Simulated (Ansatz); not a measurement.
# Lattice dynamics of KMgH3 (model cell, started as cubic perovskite with Mg in the octahedra), part 2 of 3

How does KMgH3 (model cell, started as cubic perovskite with Mg in the octahedra) vibrate, and is this structure a minimum?

Ansatz 0.2.0; DFT LDA, scalar-relativistic, plane waves, PAW; PAW set soft_1.

So far. Step 4 (Tight relaxation): The forces vanish by symmetry and the pressure is -0.002 GPa, within the tolerances set. The cell now holds 11.98 Å³/atom. The relaxed cell has a = 3.913 Å (conventional setting).

The structure was built from a prototype and need not be the compound's stable phase.

## 5. Modes at Γ

The zone centre comes first: it holds the modes that light can see, as far as symmetry allows. The response to a homogeneous field gives the Born charges and the dielectric tensor.

input.yaml reads:

```yaml
crystal:
  lattice:
    - [3.9129695371, 0.0, 0.0]
    - [0.0, 3.9129695371, 0.0]
    - [0.0, 0.0, 3.9129695371]
  atoms:
    - { symbol: K, position: [0.0, 0.0, 0.0] }
    - { symbol: Mg, position: [0.5, 0.5, 0.5] }
    - { symbol: H, position: [0.5, 0.5, 0.0] }
    - { symbol: H, position: [0.5, 0.0, 0.5] }
    - { symbol: H, position: [0.0, 0.5, 0.5] }
kpoints:
  mp_grid: { grid: [8, 8, 8] }
hamiltonian:
  xc: lda
  pseudopotentials: { kind: paw, azcp: { folder: soft_1 }, xc_functional: pbe }
scf:
  occupations: { method: fixed }
output:
  eigenvalues: true
phonons:
  method: dfpt
  dielectric: true
  rigid_motions: translations
```

Started as:

```sh
ansatz run input.yaml --threads 4 --pin off --max-ram 16384MiB --backend cpu --events-out ev --progress --plain --runs-dir out
```

Numbers of over 12 decimals in the logs are rounded to 6 here.

What it wrote:

```text
[...]
Crystal: 5 atoms, lattice volume = 59.913 Å³
Basis set: ecut = 420 eV, 1189 PW (Γ), exchange–correlation on 54×54×54 points (8 copies of the dense FFT grid, shifted against one another)
Bands: 16, of which v1, the nominal top of the filled ones, is band 11 counted from 1 (10 counted from 0)
Symmetry: 48 space group operations
k-points: 170 of 512 (irreducible under 2 space group operations, time reversal used)
[...]
SCF iter   1: F=—  HF=-3447.185236 eV  |F-HF|=—  |Δ(HF+E_count)|=         —  Δρ=6.03e-2  dr2=2.06e0  ethr=3.10e-3  ⟨swp⟩=4.7  Hψ=13709  notcnv=0  defer=428
[...]
SCF iter   8: F=-3446.338140 eV  HF=-3446.338140 eV  |F-HF|=4.09e-12  |Δ(HF+E_count)|=  5.33e-10  Δρ=1.87e-7  dr2=2.33e-11  ethr=1.00e-12  ⟨swp⟩=11.8  Hψ=18398  notcnv=0
SCF 1 converged in 8 iterations: F = -3446.338140 eV  dr2 = 2.33e-11
[...]
DFPT response loops at Γ: preconditioner auto → none (the input reference at scf.mixing.eps_inf says where Resta's filter doesn't serve); β = 0.50; Broyden in place of MSR1
SCF converged after 8 iterations
Free energy (F): -3446.338140 eV
[...]
Internal energy: -3446.338140 eV  (E = F + TS)
E sigma→0 (E₀):  -3446.338140 eV
Fermi energy:    3.580608 eV
[...]
--- Band table (eV; the first three rows and the last of 170) ---
  k-point 0: bands = [... 7 lower, -8.7539, -2.3369, 3.0139, 3.0139, 9.3768, 9.3768, 9.3768, 11.6270, ... 1 higher]
  k-point 1: bands = [... 7 lower, -8.7497, -2.1674, 2.7590, 3.0849, 9.2852, 9.2852, 9.4624, 11.1529, ... 1 higher]
  k-point 2: bands = [... 7 lower, -8.7395, -1.6914, 2.0702, 3.2708, 9.0641, 9.0641, 9.8967, 10.2163, ... 1 higher]
  k-point 169: bands = [... 7 lower, -8.9407, 1.2684, 1.2684, 1.2684, 5.9198, 9.1986, 9.1986, 9.1986, ... 1 higher]
--- Phonons (Γ-DFPT): 4 representative perturbations + reference, on 170 of 512 k-points (Σ response iterations 14) ---
  k mesh reduced under 2 symmetry operations, with k and −k counted as one. Each operation leaves every solved perturbation unchanged. A smaller set is not considered because the run solves the response to a homogeneous field
  ASR residual: 1.536e-4 → 0.000e0 eV/Å²; symmetrization residual: 1.046e-6 eV/Å²
  ASR residual per site (eV/Å²): 7.47e-5 1.54e-4 2.49e-5 2.49e-5 2.49e-5
  Γ frequencies (cm⁻¹): 0.00 0.00 0.00 196.42 196.42 196.42 596.05 596.05 596.05 638.27 638.27 638.27 1270.32 1270.32 1270.32
  ε∞ (high-frequency dielectric tensor):
        3.801311     0.000000     0.000000
        0.000000     3.801311     0.000000
        0.000000     0.000000     3.801311
  ε⁰ (static dielectric tensor: ions relaxed, cell fixed):
        8.955194    -0.000000    -0.000000
       -0.000000     8.955194     0.000000
       -0.000000     0.000000     8.955194
  ε⁰ − ε∞ (ionic part):
        5.153883    -0.000000    -0.000000
       -0.000000     5.153883     0.000000
       -0.000000     0.000000     5.153883
  softest optical mode at Γ: 196.42 cm⁻¹; the repairs (sum rule, projections) moved no ω² at Γ by more than (3.31 cm⁻¹)²
  Born effective charges Z* (e; rows j = field, columns β = displacement):
    site 0:
         0.94844    0.00000    0.00000
         0.00000    0.94844    0.00000
         0.00000    0.00000    0.94844
    site 1:
         1.83517    0.00000    0.00000
        -0.00000    1.83517    0.00000
         0.00000    0.00000    1.83517
    site 2:
        -0.80181    0.00000    0.00000
        -0.00000   -0.80181    0.00000
         0.00000    0.00000   -1.17999
    site 3:
        -0.80181    0.00000    0.00000
        -0.00000   -1.17999    0.00000
         0.00000    0.00000   -0.80181
    site 4:
        -1.17999    0.00000    0.00000
        -0.00000   -0.80181    0.00000
         0.00000    0.00000   -0.80181
  Z* charge neutrality: 1.048e-6 e pre-enforcement
  k-mesh period / interband length: 31.3 Å / 1.50 Å = 20.83 at k = (0.0000, 0.0000, -0.5000), direct gap 5.179 eV — 14 or more, which is no proof of convergence
  optical modes at Γ without the LO–TO term, one row a degenerate level:
      ω (cm⁻¹)  modes    IR ((D/Å)²/amu)
        196.42      3             0.4169
        596.05      3           137.9874
        638.27      3             0.0000
       1270.32      3            56.6697
  optical modes at Γ + LO–TO along q̂ = [1.0000, 0.0000, 0.0000]:
      ω (cm⁻¹)  modes    IR ((D/Å)²/amu)
        196.42      2             0.2779
        197.75      1             0.0227
        596.05      2            91.9916
        638.27      3             0.0000
        846.00      1            30.1826
       1270.32      2            37.7798
       1364.44      1            34.8194
  optical modes at Γ + LO–TO along q̂ = [0.0000, 1.0000, 0.0000]:
      ω (cm⁻¹)  modes    IR ((D/Å)²/amu)
        196.42      2             0.2779
        197.75      1             0.0227
        596.05      2            91.9916
        638.27      3             0.0000
        846.00      1            30.1826
       1270.32      2            37.7798
       1364.44      1            34.8194
  optical modes at Γ + LO–TO along q̂ = [0.0000, 0.0000, 1.0000]:
      ω (cm⁻¹)  modes    IR ((D/Å)²/amu)
        196.42      2             0.2779
        197.75      1             0.0227
        596.05      2            91.9916
        638.27      3             0.0000
        846.00      1            30.1826
       1270.32      2            37.7798
       1364.44      1            34.8194
```

Run time: 25 s. Hardware: 4 threads of Arm Neoverse V1, shared host; peak memory 0.78 GiB; 95 s of CPU time.

This step gave:

```yaml
sum_rule_residual_before_enforcement: 1.54e-4 eV/Å²
miss_of_the_charge_sum_rule: 1.05e-6 e
point_group: m-3m
highest_optical_mode_at_the_zone_centre_no_lo_to_term: 1270 cm⁻¹
lowest_optical_zone_centre_mode: 196.4 cm⁻¹
mean_high_frequency_dielectric_constant: 3.801
largest_born_charge_third_of_the_trace: 1.835 e
mean_static_dielectric_constant: 8.955
top_of_the_zone_centre_spectrum_with_the_field: 1364 cm⁻¹
```

Without the LO-TO term. Patterns of degenerate modes are one choice out of their space. Modes at Γ, with each element's share of the kinetic energy:

```
mode  frequency (cm⁻¹)  symmetry  K %  Mg %  H %
   1               0.0  acoustic   59    37    5
   2               0.0  acoustic   59    37    5
   3               0.0  acoustic   59    37    5
   4             196.4       T1u   41    57    3
   5             196.4       T1u   41    57    3
   6             196.4       T1u   41    57    3
   7             596.0       T1u    0     5   94
   8             596.0       T1u    0     5   94
   9             596.0       T1u    0     5   94
  10             638.3       T2u    0     0  100
  11             638.3       T2u    0     0  100
  12             638.3       T2u    0     0  100
  13            1270.3       T1u    0     1   99
  14            1270.3       T1u    0     1   99
  15            1270.3       T1u    0     1   99
```

Displacements in mode 6 (196.4 cm⁻¹), the largest set to 1:
```
K1   0.05 -0.39 -0.67
Mg2 -0.07  0.59  1.00
H3  -0.04  0.32  0.71
H4  -0.04  0.41  0.55
H5  -0.05  0.32  0.55
```

Displacements in mode 13 (1270.3 cm⁻¹), the largest set to 1:
```
K1   0.00  0.00  0.00
Mg2  0.00  0.02 -0.02
H3   0.00  0.17  1.00
H4   0.00 -0.94 -0.18
H5   0.00  0.17 -0.18
```

Optical modes at the zone centre, without and with the macroscopic field of the longitudinal modes; each column is sorted by frequency, so a row need not hold one and the same mode. Modes with and without the field, by row:

```
rank among optical modes  no field (cm⁻¹)  q along (1, 0, 0) (cm⁻¹)
                       1            196.4                     196.4
                       2            196.4                     196.4
                       3            196.4                     197.8
                       4              596                       596
                       5              596                       596
                       6              596                     638.3
                       7            638.3                     638.3
                       8            638.3                     638.3
                       9            638.3                       846
                      10             1270                      1270
                      11             1270                      1270
                      12             1270                      1364
```

Born charge (rows field, columns displacement) (e), principal values of the symmetric part by kind of site:

```
atom  atoms with these values    low  middle   high   mean
  K1                        1   0.95    0.95   0.95   0.95
 Mg2                        1   1.84    1.84   1.84   1.84
  H3                        3  -1.18   -0.80  -0.80  -0.93
```

In full for K1:

```
0.95 0.00 0.00
0.00 0.95 0.00
0.00 0.00 0.95
```

High-frequency dielectric tensor:

```
3.80 0.00 0.00
0.00 3.80 0.00
0.00 0.00 3.80
```

Static dielectric tensor (ions relaxed, fixed cell):

```
8.96 0.00 0.00
0.00 8.96 0.00
0.00 0.00 8.96
```

Transverse modes. Infrared lines, with heights relative to the strongest:

```
position (cm⁻¹)  label  relative intensity
            196    T1u                 0.3
            596    T1u                 100
            638    T2u                 0.0
           1270    T1u                  41
```

Before it was imposed, the acoustic sum rule was missed by 1.5e-4 eV/Å² and the charge sum rule by 1.0e-6 e. Small misses are needed for a sound result but don't prove that mesh and cutoff are converged. The lowest optical mode is real, 196 cm⁻¹.

[end of part 2 of 3]

[Logs are printed without paths, hosts, clocks, repeated set-up lines and the standing remarks that a program may print on its own settings, such as how far it seeks lower states.]

[Hosts, paths, dates, database ids (printed as entryN), source tags and the programs' standing remarks are cut or masked in the printed files.]
